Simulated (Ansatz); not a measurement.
# LiCNO (R3m): phonons and vibrational spectra, part 2 of 3

Wanted: phonon frequencies of LiCNO (R3m) and what follows from them.

Ansatz 0.2.0; DFT PBEsol+D3(BJ), scalar-relativistic, plane waves, PAW.

So far: Set-up; Relaxation.

## 2. Relaxation (continued)

ELF in the ac plane of the conventional cell at fractional y = 0.000, with atoms of Li and C and N and O within 0.2 Å of it. It is the smooth field of the valence electrons, not physical close to the nuclei.

Ten even steps from '_' (0.01) to '@' (0.90), each cell a mean:
```
**++::____..::::::..____--++
______..==**####**++--..____
______..--==++++++==::..____
______..::--======--::______
______..--++******++--..____
______::==**######++==::____
______::==**######**==::____
________....::::::....______
####**==::________..--++**##
**##@@%%##--____..==##%%%%##
**######++::____..--**##%%##
====****==..______::++**++==
++**####**--____..==**####**
==++%%%%**==..__..++##%%##++
**##@@@@##--..__..++%%@@%%##
%%%%##++::________..--++##%%
....____..::::::::..______..
______::==**######++--..____
______..--==++++++==::..____
______..::--======--::______
______::--++******++--..____
____..::==**####****==::____
::..__::==**######**--..__..
@@%%==__..::::::::..__..**@@
```
Columns run along a (3.2 Å), rows up along c (14.2 Å), edges of the conventional cell, whose origin can differ from the input's. Atoms in or near the plane, at fractional coordinates: Li at (0.00, 0.01), C at (0.00, 0.50), N at (0.00, 0.41), O at (0.00, 0.58).

In this step the volume went from 11.15 to 10.36 Å³/atom.

## 3. Tight relaxation

Phonons need a cell at rest on their own settings, so the relaxation is repeated with tight tolerances on forces and stress on the k mesh and occupations of the first response run.

input.yaml

```yaml
crystal:
  lattice:
    - [1.5908213436, 0.9184611309, 4.7272105056]
    - [-1.5908213436, 0.9184611309, 4.7272105056]
    - [0.0, -1.8369222619, 4.7272105056]
  atoms:
    - { symbol: Li, position: [0.0053892693, 0.0053892693, 0.0053892693] }
    - { symbol: C, position: [0.4975286303, 0.4975286303, 0.4975286303] }
    - { symbol: "N", position: [0.4136876419, 0.4136876419, 0.4136876419] }
    - { symbol: O, position: [0.5833944585, 0.5833944585, 0.5833944585] }
kpoints:
  mp_grid: { grid: [9, 9, 9] }
hamiltonian:
  xc: pbesol
  dispersion: d3bj
scf:
  occupations: { method: fixed }
output:
  forces: true
  stress: true
  eigenvalues: true
relax:
  adjacent_minimum: "off"
  f_tol: 0.001
  max_steps: 60
  cell: { stress_tol: 0.01 }
```

Run with:

```console
ansatz run input.yaml --threads 4 --pin off --max-ram 7168MiB --backend cpu --events-out ev --progress --plain --runs-dir out
```

Numbers of over 12 decimals in the logs are rounded to 6 here.

The log of the run:

```text
[...]
Crystal: 4 atoms, lattice volume = 41.442 Å³
Basis set: ecut = 420 eV, 813 PW (Γ), FFT grids on a1−a3, a2−a3, a3, exchange–correlation on 48×48×72 points (8 copies of the dense FFT grid, shifted against one another)
Bands: 13, of which v1, the nominal top of the filled ones, is band 9 counted from 1 (8 counted from 0)
Symmetry: 6 space group operations
[...]
--- Relaxed structure (7 steps of the walk, 7 accepted, 2 SCFs on fresh bases) ---
[...]
cell:  # Å, volume = 41.3988 Å³
    - [1.589956, 0.917961, 4.727452]
    - [-1.589956, 0.917961, 4.727452]
    - [0, -1.835923, 4.727452]
  atoms:
    - { symbol: Li, position: [0.00536094, 0.00536094, 0.00536094] }
    - { symbol: C, position: [0.497536, 0.497536, 0.497536] }
    - { symbol: N, position: [0.413705, 0.413705, 0.413705] }
    - { symbol: O, position: [0.583398, 0.583398, 0.583398] }
[key lines of the parts left out:]
SCF converged after 7 iterations
Free energy (F): -1390.832686 eV
Fermi energy:    2.307926 eV
P = ⅓ Tr σ = 0.0039 GPa (0.039 kbar)
```

Wall time 10 s (4 threads of Arm Neoverse V2, shared host); peak memory 0.39 GiB; 38 s of CPU time.

Little changed from the start: no atom moved by 0.005 Å and no cell edge by 0.1 %.

Numbers from this step:

- pressure: 0.003890 GPa
- gap on the k-mesh: 4.708 eV
- volume per atom: 10.35 Å³
- direct gap on mesh: 4.860 eV

The largest force component left is 0.35 meV/Å and the pressure is 0.004 GPa, within the tolerances set. The cell now holds 10.35 Å³/atom.

## 4. Zone-centre response

The zone centre comes first: it holds the modes that light can see, as far as symmetry allows. The response to a homogeneous field gives the Born charges and the dielectric tensor, and its change with displacement the Raman tensors.

input.yaml

```yaml
crystal:
  lattice:
    - [1.5899558441, 0.9179614346, 4.7274515555]
    - [-1.5899558441, 0.9179614346, 4.7274515555]
    - [0.0, -1.8359228692, 4.7274515555]
  atoms:
    - { symbol: Li, position: [0.0053609377, 0.0053609377, 0.0053609377] }
    - { symbol: C, position: [0.497536122, 0.497536122, 0.497536122] }
    - { symbol: "N", position: [0.4137046537, 0.4137046537, 0.4137046537] }
    - { symbol: O, position: [0.5833982866, 0.5833982866, 0.5833982866] }
kpoints:
  mp_grid: { grid: [9, 9, 9] }
hamiltonian:
  xc: pbesol
  dispersion: d3bj
scf:
  occupations: { method: fixed }
output:
  eigenvalues: true
phonons:
  method: dfpt
  dielectric: true
  rigid_motions: translations
  raman: true
```

The log of the run:

```text
[...]
Crystal: 4 atoms, lattice volume = 41.399 Å³
Basis set: ecut = 420 eV, 813 PW (Γ), exchange–correlation on 72×72×72 points (8 copies of the dense FFT grid, shifted against one another)
Bands: 13, of which v1, the nominal top of the filled ones, is band 9 counted from 1 (8 counted from 0)
Symmetry: 6 space group operations
k-points: 205 of 729 (irreducible under 2 space group operations, time reversal used)
[...]
SCF iter   1: F=—  HF=-1390.840842 eV  |F-HF|=—  |Δ(HF+E_count)|=         —  Δρ=9.17e-3  dr2=3.35e-2  ethr=1.77e-3  ⟨swp⟩=3.9  Hψ=12714  notcnv=0  defer=296
[...]
SCF iter   9: F=-1390.832686 eV  HF=-1390.832686 eV  |F-HF|=1.16e-11  |Δ(HF+E_count)|=  4.04e-10  Δρ=2.00e-7  dr2=6.61e-12  ethr=1.00e-12  ⟨swp⟩=7.7  Hψ=15387  notcnv=0
SCF 1 converged in 9 iterations: F = -1390.832686 eV  dr2 = 6.61e-12
[...]
NSCF: frozen V_eff on 10 k-points
DFPT response loops at Γ: preconditioner auto → none (the input reference at scf.mixing.eps_inf says where Resta's filter doesn't serve); β = 0.50; Broyden in place of MSR1
── the response to a field inside a basis, on 10×10×10 k-points: an SCF that follows is theirs, and a resumed run solves both again ──
Bands: 10, of which v1, the nominal top of the filled ones, is band 9 counted from 1 (8 counted from 0)
k-points: 110 of 1000 (time reversal used)
[...]
Eigensolver: Dense (110 Hₖ)
SCF iter   1: F=—  HF=-1390.838353 eV  |F-HF|=—  |Δ(HF+E_count)|=         —  Δρ=5.29e-4  dr2=1.86e-5  ethr=1.00e-1
[...]
SCF iter   7: F=-1390.838365 eV  HF=-1390.838365 eV  |F-HF|=4.93e-11  |Δ(HF+E_count)|=   2.04e-9  Δρ=5.32e-7  dr2=4.90e-11  ethr=1.22e-11
SCF 1 converged in 7 iterations: F = -1390.838365 eV  dr2 = 4.90e-11
[...]
SCF converged after 9 iterations
Free energy (F): -1390.832686 eV
[...]
Internal energy: -1390.832686 eV  (E = F + TS)
E sigma→0 (E₀):  -1390.832686 eV
Fermi energy:    2.307927 eV
[...]
--- Band table (eV; the first three rows and the last of 205) ---
  k-point 0: bands = [... 5 lower, -1.6366, -1.1926, 2.1557, 2.1557, 7.0155, 10.2745, 10.2745, 11.7999]
  k-point 1: bands = [... 5 lower, -1.6819, -1.1778, 1.8745, 2.0721, 7.4562, 9.9734, 10.2514, 12.2171]
  k-point 2: bands = [... 5 lower, -1.7947, -1.1550, 1.2603, 1.8701, 8.3662, 9.3802, 10.1975, 13.2040]
  k-point 204: bands = [... 5 lower, -1.8584, -1.7437, 2.0776, 2.2505, 7.7799, 9.7619, 10.0050, 12.9358]
--- Phonons (Γ-DFPT): 8 representative perturbations + reference, on 205 of 729 k-points (Σ response iterations 27) ---
  k mesh reduced under 2 symmetry operations, with k and −k counted as one. Each operation leaves every solved perturbation unchanged. A smaller set is not considered because the run solves the response to a homogeneous field
  ASR residual: 1.557e-4 → 0.000e0 eV/Å²; symmetrization residual: 2.207e-6 eV/Å²
  pairwise dispersion correction: d3bj (s6 = 1.0, s8 = 2.9491, a1 = 0.4466, a2_bohr = 6.1742), with the weights of each atom's references fixed at the reference crystal's, and the forces and stress that the weights' published response gives there kept as a pressure on the atom's counted neighbours (hamiltonian.dispersion)
  ASR residual per site (eV/Å²): 4.08e-6 1.51e-4 6.05e-5 1.56e-4
  Γ frequencies (cm⁻¹): 0.00 0.00 0.00 96.10 96.10 268.46 268.46 327.00 606.44 606.44 1288.09 2266.42
  ε∞ (high-frequency dielectric tensor):
        2.240682     0.000000    -0.000000
        0.000000     2.240682    -0.000000
       -0.000000    -0.000000     3.350586
  ε⁰ (static dielectric tensor: ions relaxed, cell fixed):
        6.384277    -0.000000    -0.000000
       -0.000000     6.384277    -0.000000
       -0.000000    -0.000000     9.029863
  ε⁰ − ε∞ (ionic part):
        4.143595    -0.000000    -0.000000
       -0.000000     4.143595    -0.000000
       -0.000000    -0.000000     5.679277
  softest optical mode at Γ: 96.10 cm⁻¹; the repairs (sum rule, projections) moved no ω² at Γ by more than (2.11 cm⁻¹)²
  Born effective charges Z* (e; rows j = field, columns β = displacement):
    site 0:
         1.08455    0.00000   -0.00000
         0.00000    1.08455   -0.00000
        -0.00000   -0.00000    1.56735
    site 1:
         0.24326    0.00000   -0.00000
         0.00000    0.24326   -0.00000
        -0.00000   -0.00000    2.57281
    site 2:
        -0.82935   -0.00000    0.00000
        -0.00000   -0.82935    0.00000
         0.00000    0.00000   -1.77631
    site 3:
        -0.49847   -0.00000    0.00000
        -0.00000   -0.49847    0.00000
         0.00000    0.00000   -2.36385
  Z* charge neutrality: 2.714e-5 e pre-enforcement
  k-mesh period / interband length: 28.6 Å / 0.99 Å = 28.89 at k = (0.0000, 0.0000, 0.0000), direct gap 4.860 eV — 14 or more, which is no proof of convergence
  Raman tensors (in the event stream and the table raman_tensors.tsv): an entry may err by 4.3e-3 Å², one of the second-order susceptibility by 3.1e-3 pm/V (basis, points and sum rule); their sum over the sites missed zero by 5.112e-5 Å² ahead of its enforcement
  optical modes at Γ without the LO–TO term, one row a degenerate level:
      ω (cm⁻¹)  modes    IR ((D/Å)²/amu)  static Raman (Å⁴/amu)  depolarisation
         96.10      2             0.3419                 7.3209           0.750
        268.46      2             8.4957                 0.1948           0.750
        327.00      1            11.2758                 0.5738           0.059
        606.44      2             2.1926                 2.2312           0.750
       1288.09      1             0.8224               111.2768           0.122
       2266.42      1            22.0374                46.5286           0.057
  optical modes at Γ + LO–TO along q̂ = [1.0000, 0.0000, 0.0000]:
      ω (cm⁻¹)  modes    IR ((D/Å)²/amu)  static Raman (Å⁴/amu)  depolarisation
         96.10      1             0.1709                 3.6604           0.750
        103.50      1             0.0238                 3.7821           0.750
        268.46      1             4.2479                 0.0974           0.750
        327.00      1            11.2758                 0.5738           0.059
        401.47      1             3.3294                 0.0697           0.750
        606.44      1             1.0963                 1.1156           0.750
        635.61      1             2.1619                 0.9848           0.750
       1288.09      1             0.8224               111.2768           0.122
       2266.42      1            22.0374                46.5286           0.057
  optical modes at Γ + LO–TO along q̂ = [0.0000, 1.0000, 0.0000]:
      ω (cm⁻¹)  modes    IR ((D/Å)²/amu)  static Raman (Å⁴/amu)  depolarisation
         96.10      1             0.1709                 3.6604           0.750
        103.50      1             0.0238                 3.7821           0.750
        268.46      1             4.2479                 0.0974           0.750
        327.00      1            11.2758                 0.5738           0.059
        401.47      1             3.3294                 0.0697           0.750
        606.44      1             1.0963                 1.1156           0.750
        635.61      1             2.1619                 0.9848           0.750
       1288.09      1             0.8224               111.2768           0.122
       2266.42      1            22.0374                46.5286           0.057
  optical modes at Γ + LO–TO along q̂ = [0.0000, 0.0000, 1.0000]:
      ω (cm⁻¹)  modes    IR ((D/Å)²/amu)  static Raman (Å⁴/amu)  depolarisation
         96.10      2             0.3419                 7.3209           0.750
        268.46      2             8.4957                 0.1948           0.750
        517.36      1             9.6609                 2.6424           0.152
        606.44      2             2.1926                 2.2312           0.750
       1293.05      1             0.8431               120.0696           0.124
       2342.65      1            23.6317                28.3799           0.024
```

Wall time 1.9 min (4 threads); peak memory 1.1 GiB.

The column dr2 measures how far the density is from self-consistency, as an energy; F and HF (Harris–Foulkes) agree once it is small.

Numbers from this step:

| Item | Value |
| --- | --- |
| sum-rule residual before enforcement | 1.56e-4 eV/Å² |
| miss of the charge sum rule | 2.71e-5 e |
| point group | 3m |
| highest optical mode at the zone centre (no LO-TO term) | 2266 cm⁻¹ |
| lowest optical zone-centre mode | 96.1 cm⁻¹ |
| mean high-frequency dielectric constant | 2.611 |
| largest Born charge (third of the trace) | 1.245 e |
| mean static dielectric constant | 7.266 |
| top of the zone-centre spectrum with the field | 2343 cm⁻¹ |

Without the LO-TO term. Patterns of degenerate modes are one choice out of their space. The modes at Γ (shares of kinetic energy by element, %):

```
mode  frequency (cm⁻¹)  symmetry  Li %  C %  N %  O %
   1               0.0  acoustic    14   25   29   33
   2               0.0  acoustic    14   25   29   33
   3               0.0  acoustic    14   25   29   33
   4              96.1         E    10    0   36   54
   5              96.1         E    10    0   36   54
   6             268.5         E    76    6   18    0
   7             268.5         E    76    6   18    0
   8             327.0        A1    85    2    4    8
   9             606.4         E     0   69   17   13
  10             606.4         E     0   69   17   13
  11            1288.1        A1     0    2   45   53
  12            2266.4        A1     0   71   22    7
```

Displacements in mode 4 (96.1 cm⁻¹), the largest set to 1:
```
Li1  0.02 -0.65  0.00
C2   0.00  0.06  0.00
N3   0.02 -0.87  0.00
O4  -0.03  1.00  0.00
```

Displacements in mode 11 (1288.1 cm⁻¹), the largest set to 1:
```
Li1  0.00  0.00  0.09
C2   0.00  0.00 -0.23
N3   0.00  0.00 -0.99
O4   0.00  0.00  1.00
```

Optical modes at the zone centre, without and with the macroscopic field of the longitudinal modes; each column is sorted by frequency, so a row need not hold one and the same mode. Modes with and without the field, by row:

```
rank among optical modes  no field (cm⁻¹)  q along (1, 0, 0) (cm⁻¹)  q along (0, 0, 1) (cm⁻¹)
                       1             96.1                      96.1                      96.1
                       2             96.1                     103.5                      96.1
                       3            268.5                     268.5                     268.5
                       4            268.5                       327                     268.5
                       5              327                     401.5                     517.4
                       6            606.4                     606.4                     606.4
                       7            606.4                     635.6                     606.4
                       8             1288                      1288                      1293
                       9             2266                      2266                      2343
```

Born charge (rows field, columns displacement) (e), principal values of the symmetric part by kind of site:

```
atom  atoms with these values    low  middle   high   mean
 Li1                        1   1.08    1.08   1.57   1.25
  C2                        1   0.24    0.24   2.57   1.02
  N3                        1  -1.78   -0.83  -0.83  -1.14
  O4                        1  -2.36   -0.50  -0.50  -1.12
```

In full for Li1:

```
1.08 0.00 0.00
0.00 1.08 0.00
0.00 0.00 1.57
```

High-frequency dielectric tensor:

```
2.24 0.00 0.00
0.00 2.24 0.00
0.00 0.00 3.35
```

Static dielectric tensor (ions relaxed, fixed cell):

```
6.38 0.00 0.00
0.00 6.38 0.00
0.00 0.00 9.03
```

Transverse modes. Lines of the infrared spectrum (strongest = 100):

```
position (cm⁻¹)  label  relative intensity
             96      E                 1.6
            268      E                  39
            327     A1                  51
            606      E                  10
           1288     A1                 3.7
           2266     A1                 100
```

Activity x (w_L - w)^4 (n + 1)/w, 532 nm, 300 K; modes without the macroscopic field alone. Raman lines, with heights relative to the strongest:

```
position (cm⁻¹)  label  relative intensity
             96      E                 100
            268      E                 0.5
            327     A1                 1.0
            606      E                 1.7
           1288     A1                  32
           2266     A1                 6.1
```

Static second-order susceptibility (pm/V), twice the coefficient d of second-harmonic generation. Second order susceptibility, by row:

```
field along    xx     yy   zz    yz    xz    xy
          x     0      0    0     0  0.16  0.08
          y  0.08  -0.08    0  0.16     0     0
          z  0.16   0.16  4.8     0     0     0
```

Before it was imposed, the acoustic sum rule was missed by 1.6e-4 eV/Å² and the charge sum rule by 2.7e-5 e. Small misses are needed for a sound result but don't prove that mesh and cutoff are converged. The lowest optical mode is real, 96.1 cm⁻¹.

[end of part 2 of 3]

[Logs are printed without paths, hosts, clocks, repeated set-up lines and the standing remarks that a program may print on its own settings, such as how far it seeks lower states.]

[Hosts, paths, dates, database ids (printed as entryN), source tags and the programs' standing remarks are cut or masked in the printed files.]
